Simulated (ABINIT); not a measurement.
**Ba2TaBiO6 (R-3): G0W0 in ABINIT against the bands in the self-energy**

Wanted: the cheapest bands in the self-energy that holds the gap of Ba2TaBiO6 (R-3).

Calculated with ABINIT 10.8.3; LDA and many-body steps on it, plane waves.

### 1. The starting structure

It takes space group R-3 (No. 148, trigonal). The conventional cell has a = 6.151 Å, b = 6.151 Å, c = 14.869 Å, α = 90.00°, β = 90.00°, γ = 120.00°. Nearest to Ba lie 12 O at 2.76 to 3.40 Å. Nearest to Ta lie 6 O at 2.01 Å. Nearest to Bi lie 6 O at 2.36 Å. Nearest to O lie 1 Ta at 2.01 Å and 1 Bi at 2.36 Å and 4 Ba at 2.76 to 3.40 Å. Farther neighbours and most contacts between anions are not listed.

The cell and positions are those that the Materials Project relaxed with its own functionals (PBE, PBE+U or r2SCAN), kept fixed. Spin-orbit coupling is left out unless a step names it.

### 2. Screening, 2×2×2 mesh, 469 bands, screening to 217.7 eV

This step: ABINIT 10.8.3; RPA screening on LDA, plane waves, norm-conserving pseudopotentials.

The RPA dielectric matrix is built and inverted for each q.

Input file run.abi:

```
acell 3*1.0 Angstrom
rprim 
  3.075626834241 1.775713980676 4.956223105800
  -3.075626834241 1.775713980676 4.956223105800
  0.000000000000 -3.551427961352 4.956223105800
ntypat 4
znucl 56 73 83 8
natom 10
typat 1 1 2 3 4 4 4 4 4 4
xred 
  0.748816000000 0.748816000000 0.748816000000
  0.251184000000 0.251184000000 0.251184000000
  0.500000000000 0.500000000000 0.500000000000
  0.000000000000 0.000000000000 0.000000000000
  0.725510000000 0.218856000000 0.322035000000
  0.218856000000 0.322035000000 0.725510000000
  0.322035000000 0.725510000000 0.218856000000
  0.274490000000 0.781144000000 0.677965000000
  0.677965000000 0.274490000000 0.781144000000
  0.781144000000 0.677965000000 0.274490000000
pp_dirpath "pseudos"
pseudos "Ba.upf, Ta.upf, Bi.upf, O.upf"
ecut 36
ngkpt 2 2 2
nshiftk 1
shiftk 0 0 0
kptopt 1
chksymbreak 0
istwfk *1
occopt 1
irdwfk 1
optdriver 3
nband 469
ecuteps 8
inclvkb 2
awtr 1
symchi 1
indata_prefix "in"
outdata_prefix "out"
tmpdata_prefix "tmp"
```

Command:

```sh
> OMP_NUM_THREADS=1 mpirun -n 8 abinit run.abi > log
```

Output:

```text
.Version 10.8.3 of ABINIT. v10.8.2 released Aug 2026.

 Symmetries : space group R-3 (#148); Bravais hR (rhombohedral)
[... echo of the input left out ...]
== DATASET  1 ==================================================================
-   mpi_nproc: 8, omp_nthreads: 1 (-1 if OMP is not activated)

--- !DatasetInfo
iteration_state: {dtset: 1, }
dimensions: {natom: 10, nkpt: 4, mband: 469, nsppol: 1, nspinor: 1, nspden: 1, mpw: 11312, }
cutoff_energies: {ecut:  36.0, pawecutdg:  -1.0, }
electrons: {nelect:   8.40000000E+01, charge:   0.00000000E+00, occopt:   1.00000000E+00, tsmear:   1.00000000E-02, }

 SCREENING: Calculation of the susceptibility and dielectric matrices

 Based on a program developped by R.W. Godby, V. Olevano, G. Onida, and L. Reining.
 Incorporated in ABINIT by V. Olevano, G.-M. Rignanese, and M. Torrent.
.Using double precision arithmetic ; gwpc =  8

[... cell and pseudopotentials left out ...]
--------------------------------------------------------------------------------

 ==== K-mesh for the wavefunctions ====
 Number of points in the irreducible wedge :     4
[... list of points left out ...]
 Together with  6 symmetry operations and time-reversal symmetry
 yields     8 points in the full Brillouin Zone.

 ==== Q-mesh for the screening function ====
 Number of points in the irreducible wedge :     4
[... list of points left out ...]
 Together with  6 symmetry operations and time-reversal symmetry
 yields     8 points in the full Brillouin Zone.

 setmesh: FFT mesh size selected  =    45x   45x   45
          total number of points  =        91125

 vcoul_init : cutoff-mode = AUXILIARY_FUNCTION
 q-points for optical limit:   1
     1)      0.000010    0.000020    0.000030

- screening: taking advantage of time-reversal symmetry
- Maximum band index for partially occupied states nbvw = 42
- Remaining bands to be divided among processors   nbcw = 427
- Number of bands treated by each node ~53

 Number of electrons calculated from density =   84.0000; Expected =   84.0000
 average of density, n =  0.076643
 r_s =    1.4604
 omega_plasma =   26.7050 [eV]

 calculating chi0 at frequencies [eV] :
  1    0.000000E+00    0.000000E+00
  2    0.000000E+00    2.670500E+01

--------------------------------------------------------------------------------
  q-point number  1        q = ( 0.000000, 0.000000, 0.000000) [r.l.u.]
--------------------------------------------------------------------------------
[... chi0 elements left out ...]
 For q-point:  0.000010 0.000020 0.000030
  dielectric constant =   6.5334
  dielectric constant without local fields =   7.2004

  Average fulfillment of the sum rule on Im[epsilon] for q-point    1 :     90.04  [%]
[... wings left out ...]
  q-point number  2        q = ( 0.500000, 0.000000, 0.000000) [r.l.u.]
--------------------------------------------------------------------------------
[... chi0 elements left out ...]
  Average fulfillment of the sum rule on Im[epsilon] for q-point    2 :     94.89  [%]

 [... 2 further q-points ...]
```

The job ended after 4.8 min (8 MPI ranks of AMD EPYC 9B14 (Zen 4), shared host; peak memory 7.4 GiB).

This step gave:

* ε∞ with local fields, on this mesh, along the program's q direction: 6.533
* the same without local fields: 7.200
* plasma frequency: 26.70 eV
* plane waves in the screening matrix: 1229

Local fields lower ε∞ by 9 %. On a Γ-centred mesh this coarse the value itself is usually too large, while a short band sum pulls it down.

### 3. 50 bands

This step: G0W0 on LDA, plane waves, norm-conserving pseudopotentials.

run.abi, as its differences from that of step 2:

```diff
@@ -31,8 +31,19 @@
 irdwfk 1
-optdriver 3
-nband 469
+optdriver 4
+nband 50
+gwcalctyp 0
+ecutsigx 36
+symsigma 1
+nkptgw 3
+kptgw 
+  0.5000000000 0.5000000000 0.5000000000
+  0.5000000000 0.0000000000 0.0000000000
+  0.0000000000 0.0000000000 0.0000000000
+bdgw 
+  41 45
+  41 44
+  40 44
 ecuteps 8
-inclvkb 2
-awtr 1
-symchi 1
+irdscr 1
+ppmodel 1
 indata_prefix "in"
```

Output:

```text
.Version 10.8.3 of ABINIT. v10.8.2 released Aug 2026.

 Symmetries : space group R-3 (#148); Bravais hR (rhombohedral)
[... echo of the input left out ...]
== DATASET  1 ==================================================================
-   mpi_nproc: 8, omp_nthreads: 1 (-1 if OMP is not activated)

--- !DatasetInfo
iteration_state: {dtset: 1, }
dimensions: {natom: 10, nkpt: 4, mband: 50, nsppol: 1, nspinor: 1, nspden: 1, mpw: 11312, }
cutoff_energies: {ecut:  36.0, pawecutdg:  -1.0, }
electrons: {nelect:   8.40000000E+01, charge:   0.00000000E+00, occopt:   1.00000000E+00, tsmear:   1.00000000E-02, }

 SIGMA: Calculation of the GW corrections

 Based on a program developped by R.W. Godby, V. Olevano, G. Onida, and L. Reining.
 Incorporated in ABINIT by V. Olevano, G.-M. Rignanese, and M. Torrent.
.Using double precision arithmetic ; gwpc =  8

[... cell and pseudopotentials left out ...]
--------------------------------------------------------------------------------

 ==== K-mesh for the wavefunctions ====
 Number of points in the irreducible wedge :     4
[... list of points left out ...]
 Together with  6 symmetry operations and time-reversal symmetry
 yields     8 points in the full Brillouin Zone.

 ==== Q-mesh for screening function ====
 Number of points in the irreducible wedge :     4
[... list of points left out ...]
 Together with  6 symmetry operations and time-reversal symmetry
 yields     8 points in the full Brillouin Zone.

 vcoul_init : cutoff-mode = AUXILIARY_FUNCTION
 q-points for optical limit:   1
     1)      0.000010    0.000020    0.000030
 setmesh: FFT mesh size selected  =    64x   64x   64
          total number of points  =       262144

 Number of electrons calculated from density =   84.0000; Expected =   84.0000
 average of density, n =  0.076643
 r_s =    1.4604
 omega_plasma =   26.7050 [eV]

 === KS Band Gaps ===
  >>>> For spin  1
   Minimum direct gap =   2.5944 [eV], located at k-point      :   0.5000  0.0000  0.0000
   Fundamental gap    =   2.5660 [eV], Top of valence bands at :   0.5000  0.5000  0.5000
                                       Bottom of conduction at :   0.5000  0.0000  0.0000
 SIGMA fundamental parameters:
 PLASMON POLE MODEL  1
 number of plane-waves for SigmaX                11299
 number of plane-waves for SigmaC and W           1229
 number of plane-waves for wavefunctions         11299
 number of bands                                    50
 number of independent spin polarizations            1
 number of spinorial components                      1
 number of k-points in IBZ                           4
 number of q-points in IBZ                           4
 number of symmetry operations                       6
 number of k-points in BZ                            8
 number of q-points in BZ                            8
 number of frequencies for dSigma/dE                 9
 frequency step for dSigma/dE [eV]                0.25
 number of omega for Sigma on real axis              0
 max omega for Sigma on real axis  [eV]           0.00
 zcut for avoiding poles [eV]                     0.10

 EPSILON^-1 parameters (SCR file):
 dimension of the eps^-1 matrix on file           1229
 dimension of the eps^-1 matrix used              1229
 number of plane-waves for wavefunctions         11299
 number of bands                                   469
 number of q-points in IBZ                           4
 number of frequencies                               2
 number of real frequencies                          1
 number of imag frequencies                          1

 matrix elements of self-energy operator (all in [eV])

 Perturbative Calculation

--- !SelfEnergy_ee
iteration_state: {dtset: 1, }
kpoint     : [   0.500,    0.500,    0.500, ]
spin       : 1
KS_gap     :    2.705
QP_gap     :    3.792
Delta_QP_KS:    1.087
data: !SigmaeeData |
     Band     E0 <VxcDFT>   SigX SigC(E0)      Z dSigC/dE  Sig(E)    E-E0       E
       41   4.319 -18.520 -23.380   6.585   0.782  -0.279 -17.171   1.349   5.668
       42   5.829 -19.904 -23.138   5.479   0.809  -0.237 -18.089   1.815   7.645
       43   8.534 -14.126  -9.278  -1.443   0.852  -0.173 -11.224   2.903  11.436
       44   8.985 -14.588  -9.738  -1.206   0.856  -0.169 -11.470   3.118  12.103
       45   8.985 -14.588  -9.738  -1.206   0.856  -0.169 -11.470   3.118  12.103

--- !SelfEnergy_ee
iteration_state: {dtset: 1, }
kpoint     : [   0.500,    0.000,    0.000, ]
spin       : 1
KS_gap     :    2.594
QP_gap     :    3.726
Delta_QP_KS:    1.132
data: !SigmaeeData |
     Band     E0 <VxcDFT>   SigX SigC(E0)      Z dSigC/dE  Sig(E)    E-E0       E
       41   4.596 -18.752 -23.459   6.515   0.784  -0.276 -17.335   1.417   6.013
[...]
--- !SelfEnergy_ee
iteration_state: {dtset: 1, }
kpoint     : [   0.000,    0.000,    0.000, ]
spin       : 1
KS_gap     :    3.957
QP_gap     :    5.360
Delta_QP_KS:    1.403
data: !SigmaeeData |
     Band     E0 <VxcDFT>   SigX SigC(E0)      Z dSigC/dE  Sig(E)    E-E0       E
[...]
42   5.059 -19.192 -23.294   6.050   0.790  -0.266 -17.653   1.539   6.597
       43   9.016 -13.028  -8.888  -0.739   0.865  -0.156 -10.086   2.941  11.957
       44   9.195 -15.313  -9.486  -1.934   0.842  -0.187 -12.034   3.279  12.474

== END DATASET(S) ==============================================================
================================================================================

 -outvars: echo values of variables after computation  --------
           etotal      0.0000000000E+00
            nband          50
             nkpt           4
          spgroup         148
 [... the other variables as echoed above ...]

 Calculation completed.
```

Run time: 36 s. Hardware: 8 MPI ranks; peak memory 4.8 GiB.

This step gave:

```yaml
g0w0_gap_on_the_points_computed: 3.700 eV
starting_gap_on_the_mesh: 2.566 eV
k_of_the_valence_top: 0.5, 0.5, 0.5
k_of_the_conduction_bottom: 0.5, 0, 0
z_at_the_valence_top: 0.809
z_at_the_conduction_bottom: 0.856
least_direct_g0w0_gap_on_the_computed_points: 3.726 eV
```

### 4. 55 bands

run.abi, as its differences from that of step 3:

```diff
@@ -32,3 +32,3 @@
 optdriver 4
-nband 50
+nband 55
 gwcalctyp 0
```

Output:

```text
.Version 10.8.3 of ABINIT. v10.8.2 released Aug 2026.

 Symmetries : space group R-3 (#148); Bravais hR (rhombohedral)
[... echo of the input left out ...]
== DATASET  1 ==================================================================
-   mpi_nproc: 8, omp_nthreads: 1 (-1 if OMP is not activated)

--- !DatasetInfo
iteration_state: {dtset: 1, }
dimensions: {natom: 10, nkpt: 4, mband: 55, nsppol: 1, nspinor: 1, nspden: 1, mpw: 11312, }
cutoff_energies: {ecut:  36.0, pawecutdg:  -1.0, }
electrons: {nelect:   8.40000000E+01, charge:   0.00000000E+00, occopt:   1.00000000E+00, tsmear:   1.00000000E-02, }

 SIGMA: Calculation of the GW corrections

 Based on a program developped by R.W. Godby, V. Olevano, G. Onida, and L. Reining.
 Incorporated in ABINIT by V. Olevano, G.-M. Rignanese, and M. Torrent.
.Using double precision arithmetic ; gwpc =  8

[... cell and pseudopotentials left out ...]
--------------------------------------------------------------------------------

 ==== K-mesh for the wavefunctions ====
 Number of points in the irreducible wedge :     4
[... list of points left out ...]
 Together with  6 symmetry operations and time-reversal symmetry
 yields     8 points in the full Brillouin Zone.

 ==== Q-mesh for screening function ====
 Number of points in the irreducible wedge :     4
[... list of points left out ...]
 Together with  6 symmetry operations and time-reversal symmetry
 yields     8 points in the full Brillouin Zone.

 vcoul_init : cutoff-mode = AUXILIARY_FUNCTION
 q-points for optical limit:   1
     1)      0.000010    0.000020    0.000030
 setmesh: FFT mesh size selected  =    64x   64x   64
          total number of points  =       262144

 Number of electrons calculated from density =   84.0000; Expected =   84.0000
[...]
number of plane-waves for wavefunctions         11299
 number of bands                                   469
 number of q-points in IBZ                           4
 number of frequencies                               2
 number of real frequencies                          1
 number of imag frequencies                          1

 matrix elements of self-energy operator (all in [eV])

 Perturbative Calculation

--- !SelfEnergy_ee
iteration_state: {dtset: 1, }
kpoint     : [   0.500,    0.500,    0.500, ]
spin       : 1
KS_gap     :    2.705
QP_gap     :    3.737
Delta_QP_KS:    1.032
data: !SigmaeeData |
     Band     E0 <VxcDFT>   SigX SigC(E0)      Z dSigC/dE  Sig(E)    E-E0       E
       41   4.319 -18.520 -23.380   6.422   0.779  -0.283 -17.303   1.217   5.536
       42   5.829 -19.904 -23.138   5.345   0.806  -0.241 -18.203   1.701   7.531
       43   8.534 -14.126  -9.278  -1.625   0.848  -0.179 -11.393   2.734  11.267
[...]
--- !SelfEnergy_ee
iteration_state: {dtset: 1, }
kpoint     : [   0.500,    0.000,    0.000, ]
spin       : 1
KS_gap     :    2.594
QP_gap     :    3.633
Delta_QP_KS:    1.038
data: !SigmaeeData |
     Band     E0 <VxcDFT>   SigX SigC(E0)      Z dSigC/dE  Sig(E)    E-E0       E
[...]
--- !SelfEnergy_ee
iteration_state: {dtset: 1, }
kpoint     : [   0.000,    0.000,    0.000, ]
spin       : 1
KS_gap     :    3.957
QP_gap     :    5.185
Delta_QP_KS:    1.228
data: !SigmaeeData |
     Band     E0 <VxcDFT>   SigX SigC(E0)      Z dSigC/dE  Sig(E)    E-E0       E
[...]
43   9.016 -13.028  -8.888  -1.071   0.857  -0.167 -10.399   2.629  11.645
       44   9.195 -15.313  -9.486  -2.195   0.836  -0.196 -12.277   3.036  12.232

== END DATASET(S) ==============================================================
================================================================================

 -outvars: echo values of variables after computation  --------
           etotal      0.0000000000E+00
            nband          55
             nkpt           4
          spgroup         148
 [... the other variables as echoed above ...]

 Calculation completed.
```

The job ended after 39 s (8 MPI ranks; peak memory 4.8 GiB).

This step gave:

- G0W0 gap on the points computed: 3.609 eV
- starting gap on the mesh: 2.566 eV
- k of the valence top: 0.5, 0.5, 0.5
- k of the conduction bottom: 0.5, 0, 0
- Z at the valence top: 0.806
- Z at the conduction bottom: 0.851
- least direct G0W0 gap on the computed points: 3.633 eV

### 5. 80 bands

run.abi, as its differences from that of step 4:

```diff
@@ -32,3 +32,3 @@
 optdriver 4
-nband 55
+nband 80
 gwcalctyp 0
```

Output:

```text
.Version 10.8.3 of ABINIT. v10.8.2 released Aug 2026.

 Symmetries : space group R-3 (#148); Bravais hR (rhombohedral)
[... echo of the input left out ...]
== DATASET  1 ==================================================================
-   mpi_nproc: 8, omp_nthreads: 1 (-1 if OMP is not activated)

--- !DatasetInfo
iteration_state: {dtset: 1, }
dimensions: {natom: 10, nkpt: 4, mband: 80, nsppol: 1, nspinor: 1, nspden: 1, mpw: 11312, }
cutoff_energies: {ecut:  36.0, pawecutdg:  -1.0, }
electrons: {nelect:   8.40000000E+01, charge:   0.00000000E+00, occopt:   1.00000000E+00, tsmear:   1.00000000E-02, }

 SIGMA: Calculation of the GW corrections

 Based on a program developped by R.W. Godby, V. Olevano, G. Onida, and L. Reining.
 Incorporated in ABINIT by V. Olevano, G.-M. Rignanese, and M. Torrent.
.Using double precision arithmetic ; gwpc =  8

[... cell and pseudopotentials left out ...]
--------------------------------------------------------------------------------

 ==== K-mesh for the wavefunctions ====
 Number of points in the irreducible wedge :     4
[... list of points left out ...]
 Together with  6 symmetry operations and time-reversal symmetry
 yields     8 points in the full Brillouin Zone.

 ==== Q-mesh for screening function ====
 Number of points in the irreducible wedge :     4
[... list of points left out ...]
 Together with  6 symmetry operations and time-reversal symmetry
 yields     8 points in the full Brillouin Zone.

 vcoul_init : cutoff-mode = AUXILIARY_FUNCTION
 q-points for optical limit:   1
     1)      0.000010    0.000020    0.000030
 setmesh: FFT mesh size selected  =    64x   64x   64
          total number of points  =       262144

 Number of electrons calculated from density =   84.0000; Expected =   84.0000
[...]
number of plane-waves for wavefunctions         11299
 number of bands                                   469
 number of q-points in IBZ                           4
 number of frequencies                               2
 number of real frequencies                          1
 number of imag frequencies                          1

 matrix elements of self-energy operator (all in [eV])

 Perturbative Calculation

--- !SelfEnergy_ee
iteration_state: {dtset: 1, }
kpoint     : [   0.500,    0.500,    0.500, ]
spin       : 1
KS_gap     :    2.705
QP_gap     :    3.741
Delta_QP_KS:    1.036
data: !SigmaeeData |
     Band     E0 <VxcDFT>   SigX SigC(E0)      Z dSigC/dE  Sig(E)    E-E0       E
       41   4.319 -18.520 -23.380   5.833   0.771  -0.297 -17.770   0.751   5.070
       42   5.829 -19.904 -23.138   4.584   0.794  -0.259 -18.832   1.072   6.901
       43   8.534 -14.126  -9.278  -2.322   0.834  -0.198 -12.018   2.109  10.642
[...]
--- !SelfEnergy_ee
iteration_state: {dtset: 1, }
kpoint     : [   0.500,    0.000,    0.000, ]
spin       : 1
KS_gap     :    2.594
QP_gap     :    3.642
Delta_QP_KS:    1.047
data: !SigmaeeData |
     Band     E0 <VxcDFT>   SigX SigC(E0)      Z dSigC/dE  Sig(E)    E-E0       E
[...]
--- !SelfEnergy_ee
iteration_state: {dtset: 1, }
kpoint     : [   0.000,    0.000,    0.000, ]
spin       : 1
KS_gap     :    3.957
QP_gap     :    4.894
Delta_QP_KS:    0.937
data: !SigmaeeData |
     Band     E0 <VxcDFT>   SigX SigC(E0)      Z dSigC/dE  Sig(E)    E-E0       E
[...]
43   9.016 -13.028  -8.888  -1.917   0.839  -0.191 -11.161   1.866  10.882
       44   9.195 -15.313  -9.486  -2.779   0.825  -0.212 -12.798   2.515  11.711

== END DATASET(S) ==============================================================
================================================================================

 -outvars: echo values of variables after computation  --------
           etotal      0.0000000000E+00
            nband          80
             nkpt           4
          spgroup         148
 [... the other variables as echoed above ...]

 Calculation completed.
```

It took 52 s on 8 MPI ranks; peak memory 4.9 GiB.

Numbers from this step:

```yaml
g0w0_gap_on_the_points_computed: 3.604 eV
starting_gap_on_the_mesh: 2.566 eV
k_of_the_valence_top: 0.5, 0.5, 0.5
k_of_the_conduction_bottom: 0.5, 0, 0
z_at_the_valence_top: 0.794
z_at_the_conduction_bottom: 0.837
least_direct_g0w0_gap_on_the_computed_points: 3.641 eV
```

(Part 1 of 2 ends here.)

[Paths, hosts, dates, memory and timing lines, banners, echoed tables and standing remarks are left out of the program output.]

[Logs are printed without paths, hosts, clocks, repeated set-up lines and the standing remarks that a program may print on its own settings, such as how far it seeks lower states.]

[Runs of the session that timed out or met a known fault of the program may be left out.]

[No measured gap is set beside runs whose start may be inverted or whose files or cutoffs have a known fault.]

[Hosts, paths, dates, database ids (printed as entryN), source tags and the programs' standing remarks are cut or masked in the printed files.]

[G0W0 gaps are taken among the corrected bands and points alone; a level outside them can change the order at an edge.]

[Where Ansatz stands beside ABINIT at settings called matched, ABINIT's density can come from a denser mesh and the files from another edition; pairs whose starting gaps differed by over 0.03 eV were left out, so agreement reads better than it is.]
